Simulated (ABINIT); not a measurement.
# Te2Mo (P6_3/mmc): G0W0 in ABINIT against the plane-wave cutoff

Aim: move the plane-wave cutoff of a G0W0 run on Te2Mo (P6_3/mmc) over a wide range.

Program: ABINIT 10.8.3. Level of theory: PBE and many-body steps on it, plane waves. Results are calculated unless marked as measured.

## 1. The structure

It takes space group P6_3/mmc (No. 194, hexagonal). The conventional cell has a = 3.518 Å, b = 3.518 Å, c = 13.974 Å, α = 90.00°, β = 90.00°, γ = 120.00°. Nearest to Te lie 3 Mo at 2.72 Å. Mo has 6 Te at 2.72 Å nearest. Farther neighbours and most contacts between anions are not listed.

The cell and positions come from the Crystallography Open Database and are kept as given unless a step says otherwise. Spin-orbit coupling is left out unless a step names it.

## 2. Empty states on the mesh, 3×3×1 mesh, 424 bands

This step: ABINIT 10.8.3; DFT, PBE, plane waves, norm-conserving pseudopotentials.

The sums over transitions need many empty states on a uniform mesh; this step solves for them.

run.abi

```
acell 3*1.0 Angstrom
rprim 
  3.518200000003 -0.000000000001 0.000000000000
  -1.759100000001 3.046850575598 0.000000000000
  0.000000000000 0.000000000000 13.973600000000
ntypat 2
znucl 52 42
natom 6
typat 1 1 1 1 2 2
xred 
  0.333333333333 0.666666666667 0.621000000000
  0.666666666667 0.333333333333 0.121000000000
  0.333333333333 0.666666666667 0.879000000000
  0.666666666667 0.333333333333 0.379000000000
  0.333333333333 0.666666666667 0.250000000000
  0.666666666667 0.333333333333 0.750000000000
pp_dirpath "pseudos"
pseudos "Te.upf, Mo.upf"
ecut 36
ngkpt 3 3 1
nshiftk 1
shiftk 0 0 0
kptopt 1
chksymbreak 0
iscf -2
irdden 1
istwfk *1
nband 424
nbdbuf 38
tolwfr 1e-09
nstep 60
prtvol 0
indata_prefix "in"
outdata_prefix "out"
tmpdata_prefix "tmp"
```

Command:

```sh
$ OMP_NUM_THREADS=1 mpirun -n 8 abinit run.abi > log
```

Numbers of over 12 decimals in the logs are rounded to 6 here.

What it wrote:

```text
.Version 10.8.3 of ABINIT. v10.8.2 released Aug 2026.

 Symmetries : space group P6_3/m m c (#194); Bravais hP (primitive hexag.)
[... echo of the input left out ...]
== DATASET  1 ==================================================================
-   mpi_nproc: 8, omp_nthreads: 1 (-1 if OMP is not activated)
-    --> not optimal distribution: autoparal keyword recommended in input file <--

--- !DatasetInfo
iteration_state: {dtset: 1, }
dimensions: {natom: 6, nkpt: 3, mband: 424, nsppol: 1, nspinor: 1, nspden: 1, mpw: 10515, }
cutoff_energies: {ecut:  36.0, pawecutdg:  -1.0, }
[...]
3.82073    3.84214    3.85849    3.85855    3.86907    3.87094    3.87746    3.89156
   3.90495    3.90525    3.90662    3.90693    3.90861    3.91044    3.91633    3.93085
 prteigrs : prtvol=0 or 1, do not print more k-points.

== END DATASET(S) ==============================================================
================================================================================

 -outvars: echo values of variables after computation  --------
            nband         424
             nkpt           3
          spgroup         194
 [... the other variables as echoed above ...]

 Calculation completed.
```

The job ended after 8.7 min (8 MPI ranks of Intel Xeon Platinum 8488C (Sapphire Rapids), shared host; peak memory 0.93 GiB; 70 min of CPU time).

Numbers from this step:

* gap: 0.9565 eV
* k of the valence top: 0, 0, 0
* k of the conduction bottom: 0.3333, 0.3333, 0
* least direct gap: 1.038 eV
* k points computed: 3
* lowest point of the top converged band, above the valence top: 88.2019 eV

On this mesh the gap is 0.956 eV.

The density comes from a self-consistent run that is not shown.

## 3. Empty states on the mesh, 3×3×1 mesh, 140 bands

run.abi: that of step 2 with these lines changed.

```diff
@@ -18,3 +18,3 @@
 pseudos "Te.upf, Mo.upf"
-ecut 36
+ecut 22
 ngkpt 3 3 1
@@ -24,10 +24,10 @@
 chksymbreak 0
-iscf -2
 irdden 1
 istwfk *1
-nband 424
-nbdbuf 38
-tolwfr 1e-09
-nstep 60
+nband 140
 prtvol 0
+optdriver 6
+gwr_task "HDIAGO"
+paral_kgb 0
+occopt 1
 indata_prefix "in"
```

What it wrote:

```text
[banner, memory and clock lines left out]
.Version 10.8.3 of ABINIT. v10.8.2 released Aug 2026.

 Symmetries : space group P6_3/m m c (#194); Bravais hP (primitive hexag.)
[... echo of the input left out ...]
== DATASET  1 ==================================================================
-   mpi_nproc: 8, omp_nthreads: 1 (-1 if OMP is not activated)

--- !DatasetInfo
iteration_state: {dtset: 1, }
dimensions: {natom: 6, nkpt: 3, mband: 140, nsppol: 1, nspinor: 1, nspden: 1, mpw: 4984, }
cutoff_energies: {ecut:  22.0, pawecutdg:  -1.0, }
[...]
Integrated=    9.2000E+01

 === KS gaps after direct diagonalization ===
 Indirect band gap semiconductor
 Fundamental gap:     0.952 (eV)
   VBM:     8.007 (eV) at k: [ 0.0000E+00,  0.0000E+00,  0.0000E+00]
   CBM:     8.959 (eV) at k: [ 3.3333E-01,  3.3333E-01,  0.0000E+00]
 Direct gap:         1.041 (eV) at k: [ 3.3333E-01,  3.3333E-01,  0.0000E+00]

== END DATASET(S) ==============================================================

 -outvars: echo values of variables after computation  --------
           etotal      0.0000000000E+00
            nband         140
             nkpt           3
          spgroup         194
 [... the other variables as echoed above ...]

 Calculation completed.
```

Wall time 50 s (8 MPI ranks); peak memory 7.7 GiB.

Numbers from this step:

| Quantity | Value |
| --- | --- |
| gap | 0.9517 eV |
| k of the valence top | 0, 0, 0 |
| k of the conduction bottom | 0.3333, 0.3333, 0 |
| least direct gap | 1.041 eV |
| k points computed | 3 |
| lowest point of the top converged band, above the valence top | 31.96 eV |

On this mesh the gap is 0.952 eV.

## 4. Empty states on the mesh, 3×3×1 mesh, 144 bands

run.abi: that of step 3 with these lines changed.

```diff
@@ -18,3 +18,3 @@
 pseudos "Te.upf, Mo.upf"
-ecut 22
+ecut 29
 ngkpt 3 3 1
@@ -24,10 +24,10 @@
 chksymbreak 0
+iscf -2
 irdden 1
 istwfk *1
-nband 140
+nband 144
+nbdbuf 12
+tolwfr 1e-09
+nstep 60
 prtvol 0
-optdriver 6
-gwr_task "HDIAGO"
-paral_kgb 0
-occopt 1
 indata_prefix "in"
```

What it wrote:

```text
.Version 10.8.3 of ABINIT. v10.8.2 released Aug 2026.

 Symmetries : space group P6_3/m m c (#194); Bravais hP (primitive hexag.)
[... echo of the input left out ...]
== DATASET  1 ==================================================================
-   mpi_nproc: 8, omp_nthreads: 1 (-1 if OMP is not activated)
-    --> not optimal distribution: autoparal keyword recommended in input file <--

--- !DatasetInfo
iteration_state: {dtset: 1, }
dimensions: {natom: 6, nkpt: 3, mband: 144, nsppol: 1, nspinor: 1, nspden: 1, mpw: 7542, }
cutoff_energies: {ecut:  29.0, pawecutdg:  -1.0, }
[...]
1.50528    1.55030    1.55030    1.59152    1.59853    1.60933    1.62386    1.62386
   1.64232    1.64242    1.64588    1.65236    1.66354    1.66363    1.67188    1.67201
 prteigrs : prtvol=0 or 1, do not print more k-points.

== END DATASET(S) ==============================================================
================================================================================

 -outvars: echo values of variables after computation  --------
            nband         144
             nkpt           3
          spgroup         194
 [... the other variables as echoed above ...]

 Calculation completed.
```

Wall time 67 s (8 MPI ranks); peak memory 0.72 GiB.

This step gave:

```
gap                                                           : 0.9562 eV
k of the valence top                                          : 0, 0, 0
k of the conduction bottom                                    : 0.3333, 0.3333, 0
least direct gap                                              : 1.038 eV
k points computed                                             : 3
lowest point of the top converged band, above the valence top : 31.87 eV
```

On this mesh the gap is 0.956 eV.

## 5. Empty states on the mesh, 3×3×1 mesh, 144 bands

run.abi: that of step 4 with these lines changed.

```diff
@@ -18,3 +18,3 @@
 pseudos "Te.upf, Mo.upf"
-ecut 29
+ecut 45
 ngkpt 3 3 1
```

What it wrote:

```text
.Version 10.8.3 of ABINIT. v10.8.2 released Aug 2026.

 Symmetries : space group P6_3/m m c (#194); Bravais hP (primitive hexag.)
[... echo of the input left out ...]
== DATASET  1 ==================================================================
-   mpi_nproc: 8, omp_nthreads: 1 (-1 if OMP is not activated)
-    --> not optimal distribution: autoparal keyword recommended in input file <--

--- !DatasetInfo
iteration_state: {dtset: 1, }
dimensions: {natom: 6, nkpt: 3, mband: 144, nsppol: 1, nspinor: 1, nspden: 1, mpw: 14646, }
cutoff_energies: {ecut:  45.0, pawecutdg:  -1.0, }
[...]
1.50481    1.54970    1.54970    1.59121    1.59836    1.60916    1.62371    1.62371
   1.64176    1.64178    1.64507    1.65208    1.66318    1.66351    1.67034    1.67142
 prteigrs : prtvol=0 or 1, do not print more k-points.

== END DATASET(S) ==============================================================
================================================================================

 -outvars: echo values of variables after computation  --------
            nband         144
             nkpt           3
          spgroup         194
 [... the other variables as echoed above ...]

 Calculation completed.
```

Run time: 2.4 min. Hardware: 8 MPI ranks; peak memory 0.89 GiB; 19 min of CPU time.

Numbers from this step:

```
gap                                                           : 0.9565 eV
k of the valence top                                          : 0, 0, 0
k of the conduction bottom                                    : 0.3333, 0.3333, 0
least direct gap                                              : 1.038 eV
k points computed                                             : 3
lowest point of the top converged band, above the valence top : 31.86 eV
```

On this mesh the gap is 0.956 eV.

## 6. Screening, 3×3×1 mesh, 132 bands, screening to 106.1 eV

The RPA dielectric matrix is built and inverted for each q.

This step: RPA screening on PBE, plane waves, norm-conserving pseudopotentials.

run.abi: that of step 5 with these lines changed.

```diff
@@ -18,3 +18,3 @@
 pseudos "Te.upf, Mo.upf"
-ecut 45
+ecut 22
 ngkpt 3 3 1
@@ -24,10 +24,11 @@
 chksymbreak 0
-iscf -2
-irdden 1
 istwfk *1
-nband 144
-nbdbuf 12
-tolwfr 1e-09
-nstep 60
-prtvol 0
+occopt 1
+irdwfk 1
+optdriver 3
+nband 132
+ecuteps 3.9
+inclvkb 2
+awtr 1
+symchi 1
 indata_prefix "in"
```

What it wrote:

```text
.Version 10.8.3 of ABINIT. v10.8.2 released Aug 2026.

 Symmetries : space group P6_3/m m c (#194); Bravais hP (primitive hexag.)
[... echo of the input left out ...]
== DATASET  1 ==================================================================
-   mpi_nproc: 8, omp_nthreads: 1 (-1 if OMP is not activated)

--- !DatasetInfo
iteration_state: {dtset: 1, }
dimensions: {natom: 6, nkpt: 3, mband: 132, nsppol: 1, nspinor: 1, nspden: 1, mpw: 4984, }
cutoff_energies: {ecut:  22.0, pawecutdg:  -1.0, }
electrons: {nelect:   9.20000000E+01, charge:   0.00000000E+00, occopt:   1.00000000E+00, tsmear:   1.00000000E-02, }

 SCREENING: Calculation of the susceptibility and dielectric matrices

 Based on a program developped by R.W. Godby, V. Olevano, G. Onida, and L. Reining.
 Incorporated in ABINIT by V. Olevano, G.-M. Rignanese, and M. Torrent.
.Using double precision arithmetic ; gwpc =  8

[... cell and pseudopotentials left out ...]
--------------------------------------------------------------------------------

 ==== K-mesh for the wavefunctions ====
 Number of points in the irreducible wedge :     3
[... list of points left out ...]
 Together with 24 symmetry operations and time-reversal symmetry
 yields     9 points in the full Brillouin Zone.

 ==== Q-mesh for the screening function ====
 Number of points in the irreducible wedge :     3
[... list of points left out ...]
 Together with 24 symmetry operations and time-reversal symmetry
 yields     9 points in the full Brillouin Zone.

 setmesh: FFT mesh size selected  =    18x   18x   80
          total number of points  =        25920

 vcoul_init : cutoff-mode = AUXILIARY_FUNCTION
 q-points for optical limit:   1
     1)      0.000010    0.000020    0.000030

- screening: taking advantage of time-reversal symmetry
- Maximum band index for partially occupied states nbvw = 46
- Remaining bands to be divided among processors   nbcw = 86
- Number of bands treated by each node ~10

 Number of electrons calculated from density =   92.0000; Expected =   92.0000
 average of density, n =  0.091015
 r_s =    1.3791
 omega_plasma =   29.1012 [eV]

 calculating chi0 at frequencies [eV] :
  1    0.000000E+00    0.000000E+00
  2    0.000000E+00    2.910122E+01

--------------------------------------------------------------------------------
  q-point number  1        q = ( 0.000000, 0.000000, 0.000000) [r.l.u.]
--------------------------------------------------------------------------------
[... chi0 elements left out ...]
 For q-point:  0.000010 0.000020 0.000030
  dielectric constant =  20.2958
  dielectric constant without local fields =  22.8693

  Average fulfillment of the sum rule on Im[epsilon] for q-point    1 :     56.54  [%]
[... wings left out ...]
  q-point number  2        q = ( 0.333333, 0.000000, 0.000000) [r.l.u.]
--------------------------------------------------------------------------------
[... chi0 elements left out ...]
  Average fulfillment of the sum rule on Im[epsilon] for q-point    2 :     51.97  [%]

 [... 1 further q-points ...]
```

Elapsed: 24 s, on 8 MPI ranks; peak memory 1.5 GiB.

Numbers from this step:

| Property | Result |
| --- | --- |
| ε∞ with local fields, on this mesh, along the program's q direction | 20.30 |
| the same without local fields | 22.87 |
| plasma frequency | 29.10 eV |
| plane waves in the screening matrix | 341 |

Local fields lower ε∞ by 11 %. On a Γ-centred mesh this coarse the value itself is usually too large, while a short band sum pulls it down.

## 7. 22 Ha

This step: G0W0 on PBE, plane waves, norm-conserving pseudopotentials.

run.abi: that of step 6 with these lines changed.

```diff
@@ -27,8 +27,17 @@
 irdwfk 1
-optdriver 3
+optdriver 4
 nband 132
+gwcalctyp 0
+ecutsigx 22
+symsigma 1
+nkptgw 2
+kptgw 
+  0.0000000000 0.0000000000 0.0000000000
+  0.3333333333 0.3333333333 0.0000000000
+bdgw 
+  45 48
+  45 48
 ecuteps 3.9
-inclvkb 2
-awtr 1
-symchi 1
+irdscr 1
+ppmodel 1
 indata_prefix "in"
```

What it wrote:

```text
.Version 10.8.3 of ABINIT. v10.8.2 released Aug 2026.

 Symmetries : space group P6_3/m m c (#194); Bravais hP (primitive hexag.)
[... echo of the input left out ...]
== DATASET  1 ==================================================================
-   mpi_nproc: 8, omp_nthreads: 1 (-1 if OMP is not activated)

--- !DatasetInfo
iteration_state: {dtset: 1, }
dimensions: {natom: 6, nkpt: 3, mband: 132, nsppol: 1, nspinor: 1, nspden: 1, mpw: 4984, }
cutoff_energies: {ecut:  22.0, pawecutdg:  -1.0, }
electrons: {nelect:   9.20000000E+01, charge:   0.00000000E+00, occopt:   1.00000000E+00, tsmear:   1.00000000E-02, }

 SIGMA: Calculation of the GW corrections

 Based on a program developped by R.W. Godby, V. Olevano, G. Onida, and L. Reining.
 Incorporated in ABINIT by V. Olevano, G.-M. Rignanese, and M. Torrent.
.Using double precision arithmetic ; gwpc =  8

[... cell and pseudopotentials left out ...]
--------------------------------------------------------------------------------

 ==== K-mesh for the wavefunctions ====
 Number of points in the irreducible wedge :     3
[... list of points left out ...]
 Together with 24 symmetry operations and time-reversal symmetry
 yields     9 points in the full Brillouin Zone.

 ==== Q-mesh for screening function ====
 Number of points in the irreducible wedge :     3
[... list of points left out ...]
 Together with 24 symmetry operations and time-reversal symmetry
 yields     9 points in the full Brillouin Zone.

 vcoul_init : cutoff-mode = AUXILIARY_FUNCTION
 q-points for optical limit:   1
     1)      0.000010    0.000020    0.000030
 setmesh: FFT mesh size selected  =    25x   25x  120
          total number of points  =        75000

 Number of electrons calculated from density =   92.0000; Expected =   92.0000
 average of density, n =  0.091015
 r_s =    1.3791
 omega_plasma =   29.1012 [eV]

 === KS Band Gaps ===
  >>>> For spin  1
   Minimum direct gap =   1.0408 [eV], located at k-point      :   0.3333  0.3333  0.0000
   Fundamental gap    =   0.9517 [eV], Top of valence bands at :   0.0000  0.0000  0.0000
                                       Bottom of conduction at :   0.3333  0.3333  0.0000
 SIGMA fundamental parameters:
 PLASMON POLE MODEL  1
 number of plane-waves for SigmaX                 4909
 number of plane-waves for SigmaC and W            341
 number of plane-waves for wavefunctions          4909
 number of bands                                   132
 number of independent spin polarizations            1
 number of spinorial components                      1
 number of k-points in IBZ                           3
 number of q-points in IBZ                           3
 number of symmetry operations                      24
 number of k-points in BZ                            9
 number of q-points in BZ                            9
 number of frequencies for dSigma/dE                 9
 frequency step for dSigma/dE [eV]                0.25
 number of omega for Sigma on real axis              0
 max omega for Sigma on real axis  [eV]           0.00
 zcut for avoiding poles [eV]                     0.10

 EPSILON^-1 parameters (SCR file):
 dimension of the eps^-1 matrix on file            341
 dimension of the eps^-1 matrix used               341
 number of plane-waves for wavefunctions          4909
 number of bands                                   132
 number of q-points in IBZ                           3
 number of frequencies                               2
 number of real frequencies                          1
 number of imag frequencies                          1

 matrix elements of self-energy operator (all in [eV])

 Perturbative Calculation

--- !SelfEnergy_ee
iteration_state: {dtset: 1, }
kpoint     : [   0.000,    0.000,    0.000, ]
spin       : 1
KS_gap     :    2.874
QP_gap     :    2.699
Delta_QP_KS:   -0.175
data: !SigmaeeData |
     Band     E0 <VxcDFT>   SigX SigC(E0)      Z dSigC/dE  Sig(E)    E-E0       E
       45   7.665 -12.606 -15.501   2.231   0.799  -0.251 -13.137  -0.531   7.134
       46   8.007 -16.005 -16.805   1.348   0.775  -0.290 -15.580   0.425   8.432
       47  10.881 -14.230 -10.842  -3.072   0.792  -0.263 -13.980   0.250  11.131
       48  10.881 -14.230 -10.842  -3.072   0.792  -0.263 -13.980   0.250  11.131

--- !SelfEnergy_ee
iteration_state: {dtset: 1, }
kpoint     : [   0.333,    0.333,    0.000, ]
spin       : 1
KS_gap     :    1.041
QP_gap     :    1.569
Delta_QP_KS:    0.528
data: !SigmaeeData |
     Band     E0 <VxcDFT>   SigX SigC(E0)      Z dSigC/dE  Sig(E)    E-E0       E
       45   7.685 -15.438 -16.654   1.771   0.771  -0.298 -15.011   0.428   8.113
       46   7.918 -16.117 -17.279   1.776   0.769  -0.300 -15.644   0.473   8.390
       47   8.959 -16.975 -12.300  -3.368   0.766  -0.306 -15.974   1.001   9.959
       48   8.959 -16.975 -12.300  -3.368   0.766  -0.306 -15.974   1.001   9.959

== END DATASET(S) ==============================================================
================================================================================

 -outvars: echo values of variables after computation  --------
           etotal      0.0000000000E+00
            nband         132
             nkpt           3
          spgroup         194
 [... the other variables as echoed above ...]

 Calculation completed.
```

The job ended after 7.2 s (8 MPI ranks; peak memory 1.2 GiB; 54 s of CPU time).

This step gave:

```yaml
g0w0_gap_on_the_points_computed: 1.527 eV
starting_gap_on_the_mesh: 0.9517 eV
k_of_the_valence_top: 0, 0, 0
k_of_the_conduction_bottom: 0.3333, 0.3333, 0
z_at_the_valence_top: 0.775
z_at_the_conduction_bottom: 0.766
least_direct_g0w0_gap_on_the_computed_points: 1.569 eV
```

(Part 1 of 2 ends here.)

[Paths, hosts, dates, memory and timing lines, banners, echoed tables and standing remarks are left out of the program output.]

[Logs are printed without paths, hosts, clocks, repeated set-up lines and the standing remarks that a program may print on its own settings, such as how far it seeks lower states.]

[Runs of the session that timed out or met a known fault of the program may be left out.]

[No measured gap is set beside runs whose start may be inverted or whose files or cutoffs have a known fault.]

[Hosts, paths, dates, database ids (printed as entryN), source tags and the programs' standing remarks are cut or masked in the printed files.]

[G0W0 gaps are taken among the corrected bands and points alone; a level outside them can change the order at an edge.]

[Where Ansatz stands beside ABINIT at settings called matched, ABINIT's density can come from a denser mesh and the files from another edition; pairs whose starting gaps differed by over 0.03 eV were left out, so agreement reads better than it is.]
